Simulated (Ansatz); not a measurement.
**NbB3 (built on the TaGa3 structure): a soft mode frozen in**

Which phase does NbB3 (built on the TaGa3 structure) fall into along its unstable mode, and how much energy does it gain?

Calculated with Ansatz 0.2.0; DFT PBE+D3(BJ), scalar-relativistic, plane waves, PAW.

The structure was built from a prototype and need not be the compound's stable phase.

## 1. The structure

It takes space group I4/mmm (No. 139, tetragonal). Conventional cell: a = 3.121 Å, b = 3.121 Å, c = 7.365 Å, α = 90.00°, β = 90.00°, γ = 90.00°. Nearest to Nb lie 12 B at 2.21 to 2.41 Å. Nearest to B lie 4 Nb at 2.21 Å. Nearest to B lie 8 B at 2.21 to 2.41 Å and 4 Nb at 2.41 Å. Farther neighbours, and contacts between anions beyond the nearest, are not listed.

## 2. The dispersion

Stability and thermal properties need the whole zone. Linear response on a 2×2×2 q mesh gives force constants as far as a supercell of that size would.

File input.yaml:

```yaml
crystal:
  lattice:
    - [-1.5605918717, 1.5605918717, 3.6826816775]
    - [1.5605918717, -1.5605918717, 3.6826816775]
    - [1.5605918717, 1.5605918717, -3.6826816775]
  atoms:
    - { symbol: Nb, position: [0.0, 0.0, 0.0] }
    - { symbol: B, position: [0.5, 0.5, 0.0] }
    - { symbol: B, position: [0.75, 0.25, 0.5] }
    - { symbol: B, position: [0.25, 0.75, 0.5] }
kpoints:
  mp_grid: { grid: [20, 20, 20] }
hamiltonian:
  xc: pbe
  dispersion: d3bj
scf:
  occupations: { method: methfessel_paxton, width: 0.2 }
output:
  eigenvalues: true
phonons:
  method: dfpt
  qmesh: [2, 2, 2]
  temperatures: { t_max: 1000, t_step: 50 }
  qpath:
    path:
      - [[0.0, 0.0, 0.0], [0.0, 0.0, 0.5], [0.25, 0.25, 0.25], [0.0, 0.5, 0.0], [0.0, 0.0, 0.0], [0.5, 0.5, -0.5], [0.29489421, 0.70510579, -0.29489421]]
      - [[-0.29489421, 0.29489421, 0.29489421], [0.0, 0.0, 0.0]]
      - [[0.0, 0.0, 0.5], [-0.08978842, 0.08978842, 0.5]]
      - [[0.5, 0.5, -0.08978842], [0.5, 0.5, -0.5]]
    npoints: 10
```

Command:

```sh
$ ansatz run input.yaml --threads 8 --pin off --max-ram 14336MiB --backend cpu --events-out ev --progress --plain --runs-dir out
```

The log of the run:

```text
Warning: phonons: the dynamical matrix that this run interpolates holds no multipole term above the dipole-dipole one, and a site of this crystal is no centre of inversion, so its interpolated transverse optical and acoustic branches and sound speeds can stay off near Gamma, and the density of states and the thermodynamics with them. What a run solves at a wave vector of phonons.qpoints, Gamma apart, where the deck admits one, is free of this, and under fd what a larger phonons.supercell samples
Engine: ansatz 0.2.0, x86_64-unknown-linux-gnu
Pseudopotentials: kind: paw
Pseudopotential: Nb, paw, valence charge 13, recommended cutoff 420 eV (normal), Nb.paw.azcp
Pseudopotential: B, paw, valence charge 3, recommended cutoff 420 eV (normal), B.paw.azcp
Functional definition: PBE
  parameter kappa = 0.804
  parameter beta = 0.066725
  exchange = pbe_x(kappa = kappa, mu = beta*pi^2/3)
  correlation = pbe_c(beta = beta)
Crystal: 4 atoms, lattice volume = 35.876 Å³
Basis set: ecut = 420 eV, 713 PW (Γ), exchange–correlation on 60×60×60 points (8 copies of the dense FFT grid, shifted against one another)
Bands: 15, of which v1, the nominal top of the filled ones, is band 11 counted from 1 (10 counted from 0)
Symmetry: 16 space group operations
k-points: 641 of 8000
Non-local potential: Nb, projectors of the file, l = 0: 3, l = 1: 2, l = 2: 2, l = 3: 1
Non-local potential: B, projectors of the file, l = 0: 2, l = 1: 2, l = 2: 1
PAW form: soft (Blöchl's): semilocal exchange-correlation on the pseudo side does not see the compensation charge
PAW one-centre angular grid: Nb, 590 points (default); XC on 64 Gauss nodes
PAW one-centre angular grid: B, 110 points (default); XC on 64 Gauss nodes
Initial density: superposition of atomic densities (neutral atoms: chi_scale 0, normalization atom), corrected by the library's trained network
Initial wavefunctions: pseudopotential atomic-orbital guess
Functional: x = pbe(κ = 0.804, μ = 0.219515), c = pbe(β = 0.066725)
SCF iter   1: F=—  HF=-5020.176156 eV  |F-HF|=—  |Δ(HF+E_count)|=         —  Δρ=6.08e-3  dr2=1.14e-2  ethr=1.77e-3  ⟨swp⟩=5.5  Hψ=47267  notcnv=0
preconditioner: auto → Kerker (q_TF=auto, 2.515 Å⁻¹)  [metal: Δε(μ)=0.014 eV  Ē_g=8.239 eV  σ=0.200 eV  W_gap=0.06  n_scr=10 (ndim 8)  ℏωp=23.2 eV  f_vac=0.000  D(μ)=0.59/eV (n_scr^D=2)]
SCF iter   2: F=—  HF=-5020.174289 eV  |F-HF|=—  |Δ(HF+E_count)|=   1.87e-3  S|Δr|=    0.00e0  Δρ=3.40e-3  dr2=3.44e-3  ethr=5.20e-5  ⟨swp⟩=1.2  Hψ=15240  notcnv=0
SCF iter   3: F=—  HF=-5020.173500 eV  |F-HF|=—  |Δ(HF+E_count)|=   7.90e-4  S|Δr|=    0.00e0  Δρ=5.64e-4  dr2=1.07e-4  ethr=1.56e-5  ⟨swp⟩=2.5  Hψ=16198  notcnv=0
SCF iter   4: F=—  HF=-5020.173466 eV  |F-HF|=—  |Δ(HF+E_count)|=   3.37e-5  S|Δr|=    0.00e0  Δρ=1.11e-4  dr2=4.53e-6  ethr=4.86e-7  ⟨swp⟩=2.8  Hψ=16225  notcnv=0
SCF iter   5: F=—  HF=-5020.173466 eV  |F-HF|=—  |Δ(HF+E_count)|=   1.58e-7  S|Δr|=    0.00e0  Δρ=2.77e-5  dr2=1.84e-7  ethr=2.06e-8  ⟨swp⟩=2.5  Hψ=14166  notcnv=0
SCF iter   6: F=—  HF=-5020.173466 eV  |F-HF|=—  |Δ(HF+E_count)|=   4.48e-8  S|Δr|=    0.00e0  Δρ=4.26e-6  dr2=5.66e-9  ethr=8.37e-10  ⟨swp⟩=2.6  Hψ=15035  notcnv=0
SCF iter   7: F=—  HF=-5020.173466 eV  |F-HF|=—  |Δ(HF+E_count)|=  4.95e-10  S|Δr|=    0.00e0  Δρ=5.80e-7  dr2=5.70e-11  ethr=2.57e-11  ⟨swp⟩=2.6  Hψ=14244  notcnv=0
SCF iter   8: F=-5020.173466 eV  HF=-5020.173466 eV  |F-HF|=1.82e-12  |Δ(HF+E_count)|=  3.27e-11  S|Δr|=    0.00e0  Δρ=8.22e-8  dr2=1.35e-12  ethr=1.00e-12  ⟨swp⟩=5.0  Hψ=38097  notcnv=0
the search or the solves at the SCF's close seem to have found levels that the self-consistency loop had missed (the run counts 1). By its estimate they hold under 1e-12 electrons; where the run keeps them, the occupations were computed again with them
SCF 1 converged in 8 iterations: F = -5020.173466 eV  dr2 = 1.35e-12
  greatest PAW one-centre occupation: 0.998 electrons in one spin orbital (limit 2), on the Nb atom at site 0 (counted from 0), in its partial waves of l = 0
Initial density: read from a saved state, or passed on in memory by an earlier SCF of this step, an earlier step, the calling program or the single point that the run made first
iter 1 solved again at ethr=3.53e-8 eV; its pass at ethr=3.10e-3 eV (dr2=7.77e-6 eV) is discarded
SCF iter   1: F=—  HF=-5020.173466 eV  |F-HF|=—  |Δ(HF+E_count)|=         —  Δρ=4.26e-7  dr2=8.41e-11  ethr=3.53e-8  ⟨swp⟩=3.0  Hψ=73778  notcnv=0
eigensolver tolerance schedule: the retry pair's looser diagonalisation over-reported the residual by 92354.32 of it (diagonalisation noise at an unbounded share of the residual, at the tolerance the schedule requests for it); recorded, not acted on — ethr = c·dr2/N_el stays at c = 1.0e-1
preconditioner: auto → Kerker (q_TF=auto, 2.515 Å⁻¹)  [metal: Δε(μ)=0.016 eV  Ē_g=8.239 eV  σ=0.200 eV  W_gap=0.07  n_scr=10 (ndim 8)  ℏωp=23.2 eV  f_vac=0.000  D(μ)=0.59/eV (n_scr^D=2)]
SCF iter   2: F=—  HF=-5020.173466 eV  |F-HF|=—  |Δ(HF+E_count)|=   5.79e-7  S|Δr|=    0.00e0  Δρ=2.74e-7  dr2=4.25e-11  ethr=1.00e-12  ⟨swp⟩=3.0  Hψ=23156  notcnv=0
SCF iter   3: F=—  HF=-5020.173466 eV  |F-HF|=—  |Δ(HF+E_count)|=  5.46e-12  S|Δr|=    0.00e0  Δρ=1.60e-7  dr2=1.34e-11  ethr=1.00e-12  ⟨swp⟩=1.0  Hψ=9615  notcnv=0
SCF iter   4: F=-5020.173466 eV  HF=-5020.173466 eV  |F-HF|=9.09e-13  |Δ(HF+E_count)|=  3.64e-12  S|Δr|=    0.00e0  Δρ=4.14e-8  dr2=7.23e-13  ethr=1.00e-12  ⟨swp⟩=2.1  Hψ=19524  notcnv=0
SCF 2 converged in 4 iterations: F = -5020.173466 eV  dr2 = 7.23e-13
phonons: the bands overlap, so this run is a metal and interpolates without the dipole-dipole term. If the crystal is really an insulator or semiconductor, its LO-TO splitting is missing
NSCF: frozen V_eff on 641 k-points
NSCF: frozen V_eff on 1166 k-points
DFPT response loops at q = (0, 0, 0) (fractional): preconditioner auto → Kerker (q_TF=auto, 2.515 Å⁻¹) (partly filled bands, converged f_vac=0.000); β = 1.00, the filter's whole step (`scf.mixing.beta` (0.50) is not read by the response loops under this deck's `scf.mixing.preconditioner`; to damp them name `kerker` or `kerker_dos`, under which they read `scf.mixing.beta`, and type it under 1.00, their step now; both keys bind the ground state too); Broyden in place of MSR1
NSCF: frozen V_eff on 4224 k-points
DFPT response loops at q = (0, 0, -0.5) (fractional): mixed as the last ones told, above
NSCF: frozen V_eff on 4224 k-points
DFPT response loops at q = (0, -0.5, 0) (fractional): mixed as the last ones told, above
NSCF: frozen V_eff on 2332 k-points
DFPT response loops at q = (-0.5, -0.5, -0.5) (fractional): mixed as the last ones told, above
SCF converged after 8 iterations
Stability not checked: this state was not tested for a lower state beside it, because cold or Methfessel-Paxton smearing, or corrected tetrahedra, fill the levels in a way that the test cannot read (fill_not_monotonic; see scf.lower_state_search)
Free energy (F): -5020.173466 eV
Harris-Foulkes:  -5020.173466 eV  (|F-HF|=1.82e-12)
Internal energy: -5020.173861 eV  (E = F + TS)
E sigma→0 (E₀):  -5020.173565 eV
Entropy (-TS):   0.000395 eV (0.099 meV/atom)
Fermi energy:    15.989449 eV
Step filling:    the computed levels leave a gap of 0.0036 eV = 0.0 smearing widths at the electron count; against every level under it full and every level over it empty, smearing changes F+E_penalty+E_count by +0.082 meV and its σ→0 estimate by -0.017 meV
--- Per-component energies (eV) ---
  E_band       = -21.291838
  E_kinetic    = 538.216724
  E_local      = -838.128099  (includes V_loc(G=0)·N_el)
  E_nonlocal   = 154.408701
  E_hartree    = 284.247195
  E_xc         = -272.920514
  E_vxc        = -328.963748  (∫ρ·V_xc dr)
  E_paw        = -3308.796895  (= ΣΔE_a)
  E_vpaw       = -115.319803  (= ΣTr[D̂ρ^β])
  E_aug_tail   = 0.000002  (compensation charges beyond the density's cutoff)
  E_ewald      = -1575.698018
  E_disp       = -1.502955  (pairwise vdW)
  E_smearing   = 0.000395  (= −TS)
  E_closure    = 0.000000  (closes the sum)
  Σ components = -5020.173466   (vs F -5020.173466, Δ=0.00e0)
--- Band table (eV; the first three rows and the last of 641) ---
  k-point 0: bands = [... 7 lower, 11.5634, 12.1902, 12.1902, 16.8740, 16.8740, 17.0103, 17.3901, 21.1606]
  k-point 1: bands = [... 7 lower, 11.5596, 11.9970, 12.4936, 15.6759, 17.0177, 17.2964, 18.5187, 20.6015]
  k-point 2: bands = [... 7 lower, 11.5251, 11.5593, 13.0103, 14.2837, 17.4262, 18.0442, 19.6902, 19.9654]
  k-point 640: bands = [... 7 lower, 13.3990, 13.3990, 14.2794, 16.6493, 16.6493, 17.5092, 19.0692, 19.0692]
--- Phonons (Γ-DFPT): 6 representative perturbations + reference (Σ response iterations 18) ---
  ASR residual: 2.098e-5 → 0.000e0 eV/Å²; symmetrization residual: 3.588e-6 eV/Å²
  pairwise dispersion correction: d3bj (s6 = 1.0, s8 = 0.7875, a1 = 0.4289, a2_bohr = 4.4407), with the weights of each atom's references fixed at the reference crystal's, and the forces and stress that the weights' published response gives there kept as a pressure on the atom's counted neighbours (hamiltonian.dispersion)
  ASR residual per site (eV/Å²): 2.10e-5 8.88e-6 1.94e-5 1.94e-5
  Γ frequencies (cm⁻¹): -461.49 -297.65 -297.65 0.00 0.00 0.00 262.18 262.18 477.47 546.24 670.75 670.75
--- Phonons (arbitrary-q DFPT): 4 irreducible q on the 2×2×2 mesh ---
  q = [0.0000, 0.0000, 0.0000] (star 1, of the zone-centre solve; hermiticity 2.87e-7, symmetrization 9.95e-15): -461.49 -297.65 -297.65 -0.00 0.00 0.00 262.18 262.18 477.47 546.24 670.75 670.75
  q = [0.0000, 0.0000, -0.5000] (star 2, 6 solved perturbations in 9834 linear systems a pass and spin channel, the states on 2112 of 8000 k-point pairs; hermiticity 9.66e-8, symmetrization 4.58e-14): -455.39 -292.85 228.61 237.43 281.28 289.30 414.71 433.07 530.42 541.75 701.61 711.87
  q = [0.0000, -0.5000, 0.0000] (star 4, 9 solved perturbations on 2112 of 8000 k-point pairs; hermiticity 7.11e-8, symmetrization 1.67e-14): -403.92 -103.67 167.03 201.23 312.97 331.88 352.11 369.49 532.19 548.62 582.15 724.28
  q = [-0.5000, -0.5000, -0.5000] (star 1, 6 solved perturbations in 5421 linear systems a pass and spin channel, the states on 1166 of 8000 k-point pairs; hermiticity 1.51e-7, symmetrization 3.71e-14): -370.83 -314.44 -314.44 164.80 164.80 306.21 320.22 320.22 562.00 562.93 663.08 663.08
  sum rule: each row above includes the acoustic sum rule's correction from the zone centre's row sums; it moved no ω² by more than (0.70 cm⁻¹)²
  mesh force constants: q→R imaginary residual 3.47e-18; ASR residual 2.098e-5 → 0.000e0 eV/Å²; symmetrization residual 2.132e-14 eV/Å²
  interpolated dispersion: 94 rows × 12 modes
  density of states and harmonic sums: on the 22×22×28 q-mesh, interpolated from the force constants of a 2×2×2 supercell (no non-analytic term)
  largest difference from the sums on the solved wave vectors: F 7.90e-2 eV, S 1.11e-4 and C_V 3.57e-5 eV/K
  zero-point energy: 0.246684 eV/cell   skipped modes (ω ≤ 0): 7838, of them read as no rigid motion or as one in doubt: 7835 (2.251e0 modes/cell left out, lowest -461.49 cm⁻¹)   left out of the sums: 1.88e-1 of the cell's modes: C_V's classical limit lies that fraction below 3 k_B per atom; for a crystal, a wire or a layer, F and S can be off by more, and a phonons.interpolated_qmesh denser along its periods is the remedy for the sampling
```

The job ended after 4.1 min (8 threads of Intel Xeon Platinum 8488C (Sapphire Rapids), shared host; peak memory 3.2 GiB; 30 min of CPU time).

Numbers from this step:

- volume per atom: 8.969 Å³
- gap on the k-mesh: 0 eV
- sum-rule residual before enforcement: 2.10e-5 eV/Å²
- lowest frequency on the path: -461.5 cm⁻¹
- point group: 4/mmm
- highest frequency on path, mesh or solved points: 724.3 cm⁻¹
- highest optical mode at the zone centre (no LO-TO term): 670.8 cm⁻¹
- lowest optical zone-centre mode: -461.5 cm⁻¹
- lowest mode on the q mesh (acoustic modes at Γ apart): -461.5 cm⁻¹

Frequencies (cm⁻¹) solved at each irreducible wavevector; negative means imaginary. Frequencies by wavevector, by row:

| q in reciprocal lattice units | star | mode 1 | mode 2 | mode 3 | mode 4 | mode 10 | mode 11 | mode 12 |
| --- | --- | --- | --- | --- | --- | --- | --- | --- |
| 0 0 0 | 1 | -461.5 | -297.6 | -297.6 | 0 | 546.2 | 670.8 | 670.8 |
| 0 0 -0.5 | 2 | -455.4 | -292.9 | 228.6 | 237.4 | 541.8 | 701.6 | 711.9 |
| 0 -0.5 0 | 4 | -403.9 | -103.7 | 167 | 201.2 | 548.6 | 582.1 | 724.3 |
| -0.5 -0.5 -0.5 | 1 | -370.8 | -314.4 | -314.4 | 164.8 | 562.9 | 663.1 | 663.1 |

Interpolated from a 2×2×2 q mesh, rough between the solved points. Phonon branches along the path, in cm⁻¹:

| point | branch 1 | branch 2 | branch 3 | branch 4 | branch 9 | branch 10 | branch 11 | branch 12 |
| --- | --- | --- | --- | --- | --- | --- | --- | --- |
| Γ | -462 | -298 | -298 | 0 | 478 | 546 | 671 | 671 |
| halfway | -439 | -275 | 174 | 208 | 508 | 540 | 656 | 690 |
| X | -455 | -293 | 229 | 237 | 530 | 542 | 702 | 712 |
| halfway | -455 | -258 | 181 | 237 | 532 | 540 | 703 | 710 |
| P | -455 | -169 | -87 | 256 | 536 | 536 | 707 | 707 |
| halfway | -430 | -113 | -53 | 271 | 534 | 542 | 652 | 714 |
| N | -404 | -104 | 167 | 201 | 532 | 549 | 582 | 724 |
| halfway | -431 | -240 | -149 | 147 | 504 | 546 | 632 | 697 |
| Γ | -462 | -298 | -298 | 0 | 478 | 546 | 671 | 671 |
| halfway | -417 | -306 | -306 | 120 | 520 | 554 | 667 | 667 |
| M | -371 | -314 | -314 | 165 | 562 | 563 | 663 | 663 |
| halfway | -377 | -258 | -172 | 217 | 558 | 558 | 638 | 684 |
| S | -394 | -88 | 198 | 231 | 543 | 550 | 589 | 719 |
| jump to S0 | -394 | -88 | 198 | 231 | 543 | 550 | 589 | 719 |
| halfway | -433 | -216 | -103 | 138 | 501 | 543 | 621 | 705 |
| Γ | -462 | -298 | -298 | 0 | 478 | 546 | 671 | 671 |
| jump to X | -455 | -293 | 229 | 237 | 530 | 542 | 702 | 712 |
| halfway | -453 | -285 | 225 | 243 | 531 | 542 | 699 | 711 |
| R | -446 | -261 | 212 | 260 | 533 | 544 | 690 | 709 |
| jump to G′ | -446 | -261 | 212 | 260 | 533 | 544 | 690 | 709 |
| halfway | -389 | -174 | 91 | 193 | 552 | 556 | 646 | 685 |
| M | -371 | -314 | -314 | 165 | 562 | 563 | 663 | 663 |

Symmetry leaves 4 wavevectors to solve. The lowest mode among them, the acoustic zeros apart, lies at Γ and is imaginary, 461.5i cm⁻¹, so the energy falls along it.

## 3. The mode frozen in, largest atomic shift 0 Å

The mode followed lies at q = (0, 0, -0.5) with frequency 455.4i cm⁻¹, one of the unstable modes though not the softest. At small amplitude the pattern taken leaves space group no. 63 by a symmetry search on the positions. The undistorted cell that holds it gives the zero of energy on the same k mesh.

System of this step: NbB3 (built on the TaGa3 structure). Symmetry: I4/mmm, No. 139, tetragonal system. The conventional cell has a = 3.121 Å, b = 3.121 Å, c = 7.365 Å, α = 90.00°, β = 90.00°, γ = 90.00°. Nb has 12 B at 2.21 to 2.41 Å nearest. Nearest to B lie 4 Nb at 2.21 Å. Nearest to B lie 8 B at 2.21 to 2.41 Å and 4 Nb at 2.41 Å. Farther neighbours, and contacts between anions beyond the nearest, are not listed.

File input.yaml:

```yaml
crystal:
  lattice:
    - [-1.5605918717, 1.5605918717, 3.6826816775]
    - [1.5605918717, -1.5605918717, 3.6826816775]
    - [3.1211837434, 3.1211837434, 0.0]
  atoms:
    - { symbol: Nb, position: [1.0, 0.0, 0.0] }
    - { symbol: Nb, position: [0.5, 0.5, 0.5] }
    - { symbol: B, position: [0.0, 0.0, 0.5] }
    - { symbol: B, position: [0.5, 0.5, 0.0] }
    - { symbol: B, position: [0.5, 0.0, 0.25] }
    - { symbol: B, position: [0.0, 0.5, 0.75] }
    - { symbol: B, position: [0.0, 0.5, 0.25] }
    - { symbol: B, position: [0.5, 0.0, 0.75] }
kpoints:
  mp_grid: { grid: [10, 10, 8] }
hamiltonian:
  xc: pbe
  dispersion: d3bj
scf:
  occupations: { method: methfessel_paxton, width: 0.2 }
output:
  forces: true
  stress: true
  eigenvalues: true
```

The log of the run:

```text
[...]
Crystal: 8 atoms, lattice volume = 71.752 Å³
Basis set: ecut = 420 eV, 1425 PW (Γ), exchange–correlation on 60×60×60 points (8 copies of the dense FFT grid, shifted against one another)
Bands: 30, of which v1, the nominal top of the filled ones, is band 22 counted from 1 (21 counted from 0)
Symmetry: 16 space group operations
[...]
k-points: 155 of 800
[...]
k-point 0: bands = [... 18 lower, 12.1876, 12.1881, 12.5578, 16.8799, 16.8801, 17.0078, 17.3943, 18.0091, ... 4 higher]
  k-point 1: bands = [... 18 lower, 12.1561, 12.4789, 12.6181, 15.3287, 17.1028, 17.4190, 17.4453, 18.8358, ... 4 higher]
  k-point 2: bands = [... 18 lower, 12.4018, 12.6359, 13.2425, 13.6256, 16.9098, 17.7176, 18.5295, 19.0967, ... 4 higher]
  k-point 154: bands = [... 18 lower, 13.4782, 13.4782, 15.2568, 15.2568, 16.0165, 16.0165, 17.2934, 17.2934, ... 4 higher]
[key lines of the parts left out:]
SCF converged after 6 iterations
Free energy (F): -10040.346083 eV
Fermi energy:    15.981721 eV
P = ⅓ Tr σ = 0.0249 GPa (0.249 kbar)
```

Elapsed: 1.6 s, on 8 threads; peak memory 0.68 GiB.

This step gave:

```yaml
pressure: 0.02489 GPa
energy_from_the_undistorted_cell: 0 meV/atom
```

The run ends at a pressure of 0.02 GPa.

## 4. The mode frozen in, largest atomic shift 0.6 Å

The atoms are moved along the unstable eigenvector, the largest shift by 0.6 Å, with the cell fixed.

input.yaml, the sections that differ from step 3:

```yaml
crystal:
  lattice:
    - [-1.5605918717, 1.5605918717, 3.6826816775]
    - [1.5605918717, -1.5605918717, 3.6826816775]
    - [3.1211837434, 3.1211837434, 0.0]
  atoms:
    - { symbol: Nb, position: [0.9996072551, -0.0003927449, 0.0] }
    - { symbol: Nb, position: [0.5003927449, 0.5003927449, 0.5] }
    - { symbol: B, position: [0.0814623761, 0.0814623761, 0.5] }
    - { symbol: B, position: [0.4185376239, 0.4185376239, 0.0] }
    - { symbol: B, position: [0.4986485927, 0.0013514073, 0.25] }
    - { symbol: B, position: [0.0013514073, 0.4986485927, 0.75] }
    - { symbol: B, position: [0.0013514073, 0.4986485927, 0.25] }
    - { symbol: B, position: [0.4986485927, 0.0013514073, 0.75] }
# kpoints, hamiltonian, scf, output: as in step 3
```

The log of the run:

```text
[...]
Crystal: 8 atoms, lattice volume = 71.752 Å³
Basis set: ecut = 420 eV, 1425 PW (Γ), exchange–correlation on 60×60×60 points (8 copies of the dense FFT grid, shifted against one another)
Bands: 30, of which v1, the nominal top of the filled ones, is band 22 counted from 1 (21 counted from 0)
Symmetry: 8 space group operations
[...]
k-points: 155 of 800
[...]
k-point 0: bands = [... 18 lower, 11.7681, 12.0522, 13.5423, 16.6096, 17.7113, 18.3268, 18.5217, 19.0270, ... 4 higher]
  k-point 1: bands = [... 18 lower, 11.7621, 12.7658, 13.3642, 16.5737, 17.0523, 18.4845, 18.7143, 19.4530, ... 4 higher]
  k-point 2: bands = [... 18 lower, 11.8707, 13.0046, 13.4982, 15.1966, 18.0487, 18.1296, 18.7819, 18.9139, ... 4 higher]
  k-point 154: bands = [... 18 lower, 13.2672, 13.2672, 14.9019, 14.9019, 16.0646, 16.0646, 16.5021, 16.5021, ... 4 higher]
[key lines of the parts left out:]
SCF converged after 6 iterations
Free energy (F): -10042.606030 eV
Fermi energy:    16.134713 eV
P = ⅓ Tr σ = -7.5783 GPa (-75.783 kbar)
```

Wall time 1.6 s (8 threads); peak memory 0.69 GiB.

Numbers from this step:

| Item | Value |
| --- | --- |
| pressure | -7.578 GPa |
| energy from the undistorted cell | -282.6 meV/atom |

The energy, extrapolated to zero smearing, is -282.55 meV/atom against the undistorted cell.

The run ends at a pressure of -7.58 GPa, with forces up to 2.6 eV/Å.

(Part 1 of 3 ends here.)

[Long decimals in the printed logs are rounded to 6 places.]

[Logs are printed without paths, hosts, clocks, repeated set-up lines and the standing remarks that a program may print on its own settings, such as how far it seeks lower states.]

[Hosts, paths, dates, database ids (printed as entryN), source tags and the programs' standing remarks are cut or masked in the printed files.]

[Where the starting crystal was built by hand or by swapping elements, it need not be the compound's stable phase.]
